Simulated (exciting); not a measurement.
# CdS (Hawleyite): the Cd L₃ edge from the Bethe–Salpeter equation

How far do the exchange and direct terms reshape the Cd L₃ edge of CdS (Hawleyite)?

Program: exciting sodium. Level of theory: X-ray absorption, core-level Bethe-Salpeter equation, exchange and statically screened direct term, Tamm-Dancoff, all-electron LAPW+lo PBE. Results are calculated unless marked as measured.

### Step 1. The structure

It takes space group F-43m (No. 216, cubic). The conventional cell has a = 5.833 Å, b = 5.833 Å, c = 5.833 Å, α = 90.00°, β = 90.00°, γ = 90.00°. Nearest to Cd lie 4 S at 2.53 Å. Nearest to S lie 4 Cd at 2.53 Å. Farther neighbours and most contacts between anions are not listed.

Structure file:

```xyz
2
Lattice="0.0000 2.9165 2.9165 2.9165 0.0000 2.9165 2.9165 2.9165 0.0000" Properties=species:S:1:pos:R:3 pbc="T T T"
Cd    0.0000    0.0000    0.0000
S     4.3748    4.3748    4.3748
```

Differences between curves are given as r.m.s. difference over r.m.s. height.

### Step 2. The self-consistent potential

The species files are the program's own, with muffin-tin radii set in the input.

File input.xml:

```
<input>
  <title>CdS</title>
  <structure speciespath="." autormt="false" epslat="1.0e-5">
    <crystal>
      <basevect>0.0000000000 5.5113862415 5.5113862415</basevect>
      <basevect>5.5113862415 0.0000000000 5.5113862415</basevect>
      <basevect>5.5113862415 5.5113862415 0.0000000000</basevect>
    </crystal>
    <species speciesfile="Cd.xml" rmt="2.300">
      <atom coord="0.0000000000 0.0000000000 0.0000000000"/>
    </species>
    <species speciesfile="S.xml" rmt="2.300">
      <atom coord="0.7500000000 0.7500000000 0.7500000000"/>
    </species>
  </structure>
  <groundstate do="fromscratch" xctype="GGA_PBE" ngridk="4 4 4" rgkmax="7" gmaxvr="14" nempty="8" swidth="0.001" maxscl="100" epsengy="1e-5"/>
</input>
```

Launch:

```
> OMP_NUM_THREADS=1 mpirun -n 2 exciting
```

Numbers of over 12 decimals in the logs are rounded to 6 here.

Log:

```text
EXCITING SODIUM started
********************************************************************************
* Ground-state run starting from atomic densities                              *
********************************************************************************
+ Starting initialization                                                      +
[... lattice and species ...]
 Spin treatment                             :    spin-unpolarised
 Number of Bravais lattice symmetries       :      48
[...]
valence-band maximum at    1      0.0000  0.0000  0.0000
     conduction-band minimum at    1      0.0000  0.0000  0.0000
+ Self-consistent loop stopped                                                 +
 STATE.OUT is written
********************************************************************************
* Groundstate module stopped                                                   *
********************************************************************************
 Total time spent (seconds)                 :        13.04
| EXCITING SODIUM stopped                                                      =
[key lines of the parts left out:]
Total energy                               :     -5995.24779640
Fermi energy                               :         0.11443965
```

It took 15 s on 2 MPI ranks of Arm Neoverse V1, shared host.

The mesh shows a gap of 1.11 eV. Core levels (Dirac, from the valence top):

```
atom  level  energy (eV)
  Cd  2s1/2      -3930.3
  Cd  2p1/2      -3658.5
  Cd  2p3/2      -3466.0
  Cd  3s1/2       -728.9
  Cd  3p1/2       -620.0
  Cd  3p3/2       -585.6
  Cd  3d3/2       -393.0
  Cd  3d5/2       -386.0
  Cd  4s1/2       -101.4
```

### Step 3. A richer basis for the empty states

Each species file gets more local orbitals, built from u and its energy derivative at 0.15 Ha and u at 0.9 Ha.

input.xml is that of step 2.

File SPECIES.xml, added lines:

```
<lo l="L">  <!-- L = 0, 1, 2 -->
  <wf matchingOrder="0" trialEnergy="0.1500" searchE="false"/>
  <wf matchingOrder="1" trialEnergy="0.1500" searchE="false"/>
  <wf matchingOrder="0" trialEnergy="0.9000" searchE="false"/>
</lo>
```

Launch:

```
> OMP_NUM_THREADS=1 mpirun -n 2 exciting
```

Log:

```text
EXCITING SODIUM started
********************************************************************************
* Ground-state run starting from atomic densities                              *
********************************************************************************
+ Starting initialization                                                      +
[... lattice and species ...]
 Spin treatment                             :    spin-unpolarised
 Number of Bravais lattice symmetries       :      48
[...]
valence-band maximum at    1      0.0000  0.0000  0.0000
     conduction-band minimum at    1      0.0000  0.0000  0.0000
+ Self-consistent loop stopped                                                 +
 STATE.OUT is written
********************************************************************************
* Groundstate module stopped                                                   *
********************************************************************************
 Total time spent (seconds)                 :        13.05
| EXCITING SODIUM stopped                                                      =
[key lines of the parts left out:]
Total energy                               :     -5995.24846026
Fermi energy                               :         0.11492912
```

The job ended after 15 s (2 MPI ranks).

Against the first ground state the total energy moves by -9 meV an atom and the gap by -0.01 eV.

### Step 4. Screening, kernels and BSE for Cd atom 1

The absorber has 4 S at 2.53 Å (tetrahedral, site symmetry -43m).

Edit input.xml of step 3 so:

```diff
@@ -15,3 +15,19 @@
   </structure>
-  <groundstate do="fromscratch" xctype="GGA_PBE" ngridk="4 4 4" rgkmax="7" gmaxvr="14" nempty="8" swidth="0.001" maxscl="100" epsengy="1e-5"/>
+  <groundstate do="skip" xctype="GGA_PBE" ngridk="4 4 4" rgkmax="7" gmaxvr="14" nempty="8" swidth="0.001" maxscl="100" epsengy="1e-5"/>
+  <xs xstype="BSE" ngridk="4 4 4" ngridq="4 4 4" vkloff="0.097 0.273 0.493" rgkmax="7" nempty="23" gqmax="3" lmaxapwwf="5" lmaxemat="3" broad="0.04594" tevout="true">
+    <energywindow intv="126.971 128.588" points="439"/>
+    <screening screentype="full" nempty="42"/>
+    <BSE xas="true" xasspecies="1" xasatom="1" xasedge="L3" bsetype="singlet" nstlxas="1 19"/>
+    <qpointset>
+      <qpoint>0 0 0</qpoint>
+    </qpointset>
+    <plan>
+      <doonly task="xsgeneigvec"/>
+      <doonly task="writepmatxs"/>
+      <doonly task="scrgeneigvec"/>
+      <doonly task="scrwritepmat"/>
+      <doonly task="screen"/>
+      <doonly task="scrcoulint"/>
+    </plan>
+  </xs>
 </input>
```

File input.xml for the exchange start (cutoff and plan only):

```
  gqmax="2"
  <plan>
    <doonly task="exccoulint"/>
  </plan>
```

File input.xml for the last start (plan only):

```
  <plan>
    <doonly task="bse"/>
  </plan>
```

Launch:

```
> OMP_NUM_THREADS=1 mpirun -n 2 exciting
> OMP_NUM_THREADS=1 mpirun -n 2 exciting
> OMP_NUM_THREADS=2 exciting
```

Log:

```text
| EXCITING SODIUM started for task xsgeneigvec ( 301)                          =
One-shot GS runs for BSE calculations
One-shot GS runs for k+qmt/2 grids
Info(xsgeneigvec): Generating eigenvectors for Q-point      1
Info(xsgeneigvec): Generation of eigenvectors finished
| EXCITING SODIUM started for task writepmatxs ( 320)                          =
Info(writepmatxs): Momentum matrix elements finished
| EXCITING SODIUM started for task scrgeneigvec ( 401)                         =
One-shot GS runs for BSE calculations
One-shot GS runs for k+qmt/2 grids
[...]
Info(setup_bse_block): Setting up RR part of hamiltonian
Info(setup_bse_block): Singlet spin state
Info(bse): Diagonalizing RR Hamiltonian (TDA)
Info(bse): Invoking Lapack routine ZHEEVR
      4864 eigen solutions found in the interval:
         i1=       1 i2=    4864
Info(bse): Writing excition energies and oscillator strengths to text file.
Info(makespectrum_dist): Making spectrum using formula for coupling with time reversed AR basis.
Info(makespectrum_dist): Using formalism for vanishing momentum transfer.
Info(writederived): Writing quantities derived from the macroscopic dielectric function.
Info(bselauncher): Spectrum finished for iqmt=  1
Info(bselauncher): All done for BSE type singlet
```

The job ended after 17 min (2 MPI ranks).

Wall time by task: xsgeneigvec 3.8 s, writepmatxs 9.3 s, scrgeneigvec 2.4 s, scrwritepmat 1.9 s, screen 82 s, scrcoulint 4.2 min, exccoulint 9 min, bse 1.7 min.

The Cd L₃ spectrum of Cd atom 1 (energy from the Kohn–Sham onset, core level to the lowest empty state found on the meshes used, 3467.05 eV; the ground-state mesh sets it, and the shifted mesh has its lowest transition 0.74 eV above it; Im ε scaled to the maximum of the singlet run; cut below the end of the band set):

```
E (eV)  Im ε
  -9.0  0.03
  -8.5  0.03
  -8.0  0.03
  -7.5  0.03
  -7.0  0.04
  -6.5  0.04
  -6.0  0.04
  -5.5  0.05
  -5.0  0.05
  -4.5  0.06
  -4.0  0.06
  -3.5  0.07
  -3.0  0.08
  -2.5  0.10
  -2.0  0.12
  -1.5  0.14
  -1.0  0.17
  -0.5  0.23
   0.0  0.29
   0.5  0.38
   1.0  0.48
   1.5  0.59
   2.0  0.70
   2.5  0.78
   3.0  0.80
   3.5  0.80
   4.0  0.79
   4.5  0.79
   5.0  0.80
   5.5  0.81
   6.0  0.81
   6.5  0.81
   7.0  0.83
   7.5  0.87
   8.0  0.92
   8.5  0.94
   9.0  0.94
   9.5  0.95
  10.0  0.97
  10.5  0.97
  11.0  0.95
  11.5  0.93
  12.0  0.91
  12.5  0.89
  13.0  0.87
  13.5  0.87
  14.0  0.86
  14.5  0.84
  15.0  0.83
  15.5  0.82
  16.0  0.83
  16.5  0.86
  17.0  0.91
  17.5  0.96
  18.0  0.98
  18.5  0.99
  19.0  0.99
  19.5  1.00
  20.0  0.99
  20.5  0.96
  21.0  0.91
```

Maxima (height): 3.0 eV (0.80), 10.3 eV (0.97) and 19.5 eV (1.00).

The Hamiltonian has 4864 rows. The lowest groups of eigenvalues and the brightest ones, on the scale above (the program counts from the shifted mesh's onset, 0.74 eV higher). Core spinors bring spin-forbidden partners, so dark means forbidden by spin or by symmetry, and the shifted mesh splits states that symmetry would keep together:

```
energy (eV)  states within 10 meV  relative strength
      0.231                     4               0.54
      0.684                     4               0.73
      0.962                     4               0.41
      1.181                     4               0.21
      1.311                     4               0.18
      1.441                     4              0.085
      2.247                     4               0.57
      7.710                     8               0.78
      8.188                     4               1.00
      8.208                     4               0.76
     17.540                     4               0.54
```

### Step 5. Independent particles

Edit input.xml of step 4 so:

```diff
@@ -19,3 +19,3 @@
     <screening screentype="full" nempty="42"/>
-    <BSE xas="true" xasspecies="1" xasatom="1" xasedge="L3" bsetype="singlet" nstlxas="1 19"/>
+    <BSE xas="true" xasspecies="1" xasatom="1" xasedge="L3" bsetype="IP" nstlxas="1 19"/>
     <qpointset>
@@ -24,8 +24,3 @@
     <plan>
-      <doonly task="xsgeneigvec"/>
-      <doonly task="writepmatxs"/>
-      <doonly task="scrgeneigvec"/>
-      <doonly task="scrwritepmat"/>
-      <doonly task="screen"/>
-      <doonly task="scrcoulint"/>
+      <doonly task="bse"/>
     </plan>
```

Launch:

```
> OMP_NUM_THREADS=2 exciting
```

Log:

```text
| EXCITING SODIUM started for task bse ( 445)                                  =
Info(bselauncher): Init time:    0.733906
Info(bselauncher): Setting up and diagonalizing BSE Hamiltonian.
Info(bselauncher): Using momentum transfer vectors from list :   1 to  1
Info(bselauncher): Distributing qmt-points over   1 processes.
Info(bselauncher): BSE type: IP
Info(bselauncher): Momentum transfer list index: iqmt=  1
Info(bselauncher): Momentum transfer: vqmtl=   0.000   0.000   0.000
Info(bse): Inspecting occupations...
Info(setranges_modxs): Number of non-reduced k-points:       64
[...]
highest unoccupied state:  31
  Opening gap with a scissor of:      0.000/H      0.000/eV
Info(select_transitions): Number of participating transitions:    4864
Info(bse): Selecting transitions...
Info(bse):bsegap (eV):  3467.793960
Info(bse): IP requested, nothing much to do
Info(bse): Writing excition energies and oscillator strengths to text file.
Info(makespectrum_dist): Making spectrum using formula for coupling with time reversed AR basis.
Info(makespectrum_dist): Using formalism for vanishing momentum transfer.
Info(writederived): Writing quantities derived from the macroscopic dielectric function.
Info(bselauncher): Spectrum finished for iqmt=  1
Info(bselauncher): All done for BSE type IP
```

The job ended after 1.5 s (2 threads).

Maxima (height): 12.6 eV (0.88); the curve is highest at the end of the window. The spectrum differs from the singlet run by 21 % r.m.s. Moving the earlier curve by +1.9 eV leaves 13 %. The highest maximum lies at 12.6 eV (0.88), against 19.5 eV (1.00).

### Step 6. Exchange alone

Edit input.xml of step 5 so:

```diff
@@ -19,3 +19,3 @@
     <screening screentype="full" nempty="42"/>
-    <BSE xas="true" xasspecies="1" xasatom="1" xasedge="L3" bsetype="IP" nstlxas="1 19"/>
+    <BSE xas="true" xasspecies="1" xasatom="1" xasedge="L3" bsetype="RPA" nstlxas="1 19"/>
     <qpointset>
```

Launch:

```
> OMP_NUM_THREADS=2 exciting
```

Log:

```text
| EXCITING SODIUM started for task bse ( 445)                                  =
Info(bselauncher): Init time:    0.733077
Info(bselauncher): Setting up and diagonalizing BSE Hamiltonian.
Info(bselauncher): Using momentum transfer vectors from list :   1 to  1
Info(bselauncher): Distributing qmt-points over   1 processes.
Info(bselauncher): BSE type: RPA
Info(bselauncher): Momentum transfer list index: iqmt=  1
Info(bselauncher): Momentum transfer: vqmtl=   0.000   0.000   0.000
Info(bse): Inspecting occupations...
Info(setranges_modxs): Number of non-reduced k-points:       64
[...]
Info(setup_bse_block): Setting up RR part of hamiltonian
Info(setup_bse_block): Using RPA approximation
Info(bse): Diagonalizing RR Hamiltonian (TDA)
Info(bse): Invoking Lapack routine ZHEEVR
      4864 eigen solutions found in the interval:
         i1=       1 i2=    4864
Info(bse): Writing excition energies and oscillator strengths to text file.
Info(makespectrum_dist): Making spectrum using formula for coupling with time reversed AR basis.
Info(makespectrum_dist): Using formalism for vanishing momentum transfer.
Info(writederived): Writing quantities derived from the macroscopic dielectric function.
Info(bselauncher): Spectrum finished for iqmt=  1
Info(bselauncher): All done for BSE type RPA
```

The job ended after 1.8 min (2 threads).

Maxima (height): 12.6 eV (0.88); the curve is highest at the end of the window. The spectrum is that of the independent-particle run within 1 %.

### Step 7. Coarser mesh

Changed against the first singlet run: k mesh from 4×4×4 to 2×2×2.

Edit input.xml of step 6 so:

```diff
@@ -16,6 +16,6 @@
   <groundstate do="skip" xctype="GGA_PBE" ngridk="4 4 4" rgkmax="7" gmaxvr="14" nempty="8" swidth="0.001" maxscl="100" epsengy="1e-5"/>
-  <xs xstype="BSE" ngridk="4 4 4" ngridq="4 4 4" vkloff="0.097 0.273 0.493" rgkmax="7" nempty="23" gqmax="3" lmaxapwwf="5" lmaxemat="3" broad="0.04594" tevout="true">
+  <xs xstype="BSE" ngridk="2 2 2" ngridq="2 2 2" vkloff="0.097 0.273 0.493" rgkmax="7" nempty="23" gqmax="3" lmaxapwwf="5" lmaxemat="3" broad="0.04594" tevout="true">
     <energywindow intv="126.971 128.588" points="439"/>
     <screening screentype="full" nempty="42"/>
-    <BSE xas="true" xasspecies="1" xasatom="1" xasedge="L3" bsetype="RPA" nstlxas="1 19"/>
+    <BSE xas="true" xasspecies="1" xasatom="1" xasedge="L3" bsetype="singlet" nstlxas="1 19"/>
     <qpointset>
@@ -24,3 +24,8 @@
     <plan>
-      <doonly task="bse"/>
+      <doonly task="xsgeneigvec"/>
+      <doonly task="writepmatxs"/>
+      <doonly task="scrgeneigvec"/>
+      <doonly task="scrwritepmat"/>
+      <doonly task="screen"/>
+      <doonly task="scrcoulint"/>
     </plan>
```

File input.xml for the exchange start (cutoff and plan only):

```
  gqmax="2"
  <plan>
    <doonly task="exccoulint"/>
  </plan>
```

File input.xml for the last start (plan only):

```
  <plan>
    <doonly task="bse"/>
  </plan>
```

Launch:

```
> OMP_NUM_THREADS=1 mpirun -n 2 exciting
> OMP_NUM_THREADS=1 mpirun -n 2 exciting
> OMP_NUM_THREADS=2 exciting
```

Log:

```text
| EXCITING SODIUM started for task xsgeneigvec ( 301)                          =
One-shot GS runs for BSE calculations
One-shot GS runs for k+qmt/2 grids
Info(xsgeneigvec): Generating eigenvectors for Q-point      1
Info(xsgeneigvec): Generation of eigenvectors finished
| EXCITING SODIUM started for task writepmatxs ( 320)                          =
Info(writepmatxs): Momentum matrix elements finished
| EXCITING SODIUM started for task scrgeneigvec ( 401)                         =
One-shot GS runs for BSE calculations
One-shot GS runs for k+qmt/2 grids
[...]
Info(setup_bse_block): Setting up RR part of hamiltonian
Info(setup_bse_block): Singlet spin state
Info(bse): Diagonalizing RR Hamiltonian (TDA)
Info(bse): Invoking Lapack routine ZHEEVR
       608 eigen solutions found in the interval:
         i1=       1 i2=     608
Info(bse): Writing excition energies and oscillator strengths to text file.
Info(makespectrum_dist): Making spectrum using formula for coupling with time reversed AR basis.
Info(makespectrum_dist): Using formalism for vanishing momentum transfer.
Info(writederived): Writing quantities derived from the macroscopic dielectric function.
Info(bselauncher): Spectrum finished for iqmt=  1
Info(bselauncher): All done for BSE type singlet
```

The job ended after 98 s (2 MPI ranks).

Wall time by task: xsgeneigvec 2.7 s, writepmatxs 2.5 s, scrgeneigvec 1.2 s, scrwritepmat 1.6 s, screen 6.9 s, scrcoulint 7.6 s, exccoulint 69 s, bse 1.1 s.

These settings are cheaper. The spectrum differs from the singlet run by 4 % r.m.s. The highest maximum lies at 19.9 eV (1.07), against 19.5 eV (1.00). The first bright state moves from 0.23 to 0.42 eV. The lowest bare transition of this run lies at 1.76 eV, against 0.74. A coarse mesh samples few band energies, and it inflates the long-range part of the attraction.

```
E (eV)  first run  this run
  -9.0       0.03      0.03
  -8.0       0.03      0.03
  -7.0       0.04      0.04
  -6.0       0.04      0.04
  -5.0       0.05      0.05
  -4.0       0.06      0.07
  -3.0       0.08      0.09
  -2.0       0.12      0.12
  -1.0       0.17      0.18
   0.0       0.29      0.31
   1.0       0.48      0.48
   2.0       0.70      0.70
   3.0       0.80      0.78
   4.0       0.79      0.76
   5.0       0.80      0.81
   6.0       0.81      0.85
   7.0       0.83      0.87
   8.0       0.92      0.94
   9.0       0.94      0.94
  10.0       0.97      0.93
  11.0       0.95      0.91
  12.0       0.91      0.91
  13.0       0.87      0.87
  14.0       0.86      0.84
  15.0       0.83      0.84
  16.0       0.83      0.87
  17.0       0.91      0.93
  18.0       0.98      0.99
  19.0       0.99      1.05
  20.0       0.99      1.07
  21.0       0.91      0.95
```

### Step 8. The levels of theory side by side

```
  level  curve passes 0.15 (eV)  highest maximum (eV)  its height
     IP                     0.6                  12.6        0.88
    RPA                     0.6                  12.6        0.88
singlet                    -1.3                  19.5        1.00
```

```
E (eV)    IP   RPA  singlet
  -9.0  0.02  0.02     0.03
  -8.0  0.02  0.02     0.03
  -7.0  0.03  0.03     0.04
  -6.0  0.03  0.03     0.04
  -5.0  0.03  0.03     0.05
  -4.0  0.04  0.04     0.06
  -3.0  0.05  0.05     0.08
  -2.0  0.06  0.06     0.12
  -1.0  0.08  0.08     0.17
   0.0  0.12  0.12     0.29
   1.0  0.18  0.18     0.48
   2.0  0.31  0.31     0.70
   3.0  0.48  0.48     0.80
   4.0  0.59  0.59     0.79
   5.0  0.63  0.63     0.80
   6.0  0.66  0.66     0.81
   7.0  0.67  0.67     0.83
   8.0  0.70  0.70     0.92
   9.0  0.78  0.78     0.94
  10.0  0.82  0.82     0.97
  11.0  0.87  0.87     0.95
  12.0  0.88  0.88     0.91
  13.0  0.88  0.88     0.87
  14.0  0.88  0.88     0.86
  15.0  0.86  0.86     0.83
  16.0  0.83  0.83     0.83
  17.0  0.85  0.85     0.91
  18.0  0.96  0.96     0.98
  19.0  1.05  1.05     0.99
  20.0  1.14  1.14     0.99
  21.0  1.22  1.22     0.91
```

### Step 9. Outcome

```yaml
absorber_and_edge: Cd L₃, atom 1
surroundings: 4 S at 2.53 Å (tetrahedral, site symmetry -43m)
first_bright_state: 0.23 eV from the Kohn–Sham onset, on this mesh
highest_maximum: 19.5 eV
cost_of_the_bse_run: 17 min on 2 MPI ranks of Arm Neoverse V1, shared host; the last task ran on as many threads
```

**Reading.** Is a core exciton bound? Undecided on this mesh: the first bright state (over 5 % of the brightest) lies at 0.23 eV from the Kohn–Sham onset and at -0.51 eV from the lowest bare transition of its own mesh. Exchange alone changes the independent-particle spectrum by 0.0 % r.m.s. A mesh of 64 points doesn't converge binding energies, and fine structure above the first lines is partly noise of the mesh. The kernel cutoff is low for a compact core orbital, so the effect of exchange is a lower bound. The zero comes from the unshifted 4×4×4 ground-state mesh; it is exact only where the band minimum lies on that mesh. The conduction states carry no spin here, so the exchange coupling to the spinor core hole is only partly held. This core level is treated alone, with no coupling to its spin–orbit partner. The Kohn–Sham onset, 3467 eV, is no photon energy (tabulated edge of the element: 3538 eV): the scale needs a rigid shift. Bands and screening come from semilocal DFT, whose small gap overscreens. Vibrations and energy-dependent lifetimes are left out. The structure is a published determination, not relaxed.

[Banner, clock and machine lines of the logs are left out without a mark of their own.]

[Logs are printed without paths, hosts, clocks, repeated set-up lines and the standing remarks that a program may print on its own settings, such as how far it seeks lower states.]

[Hosts, paths, dates, database ids (printed as entryN), source tags and the programs' standing remarks are cut or masked in the printed files.]
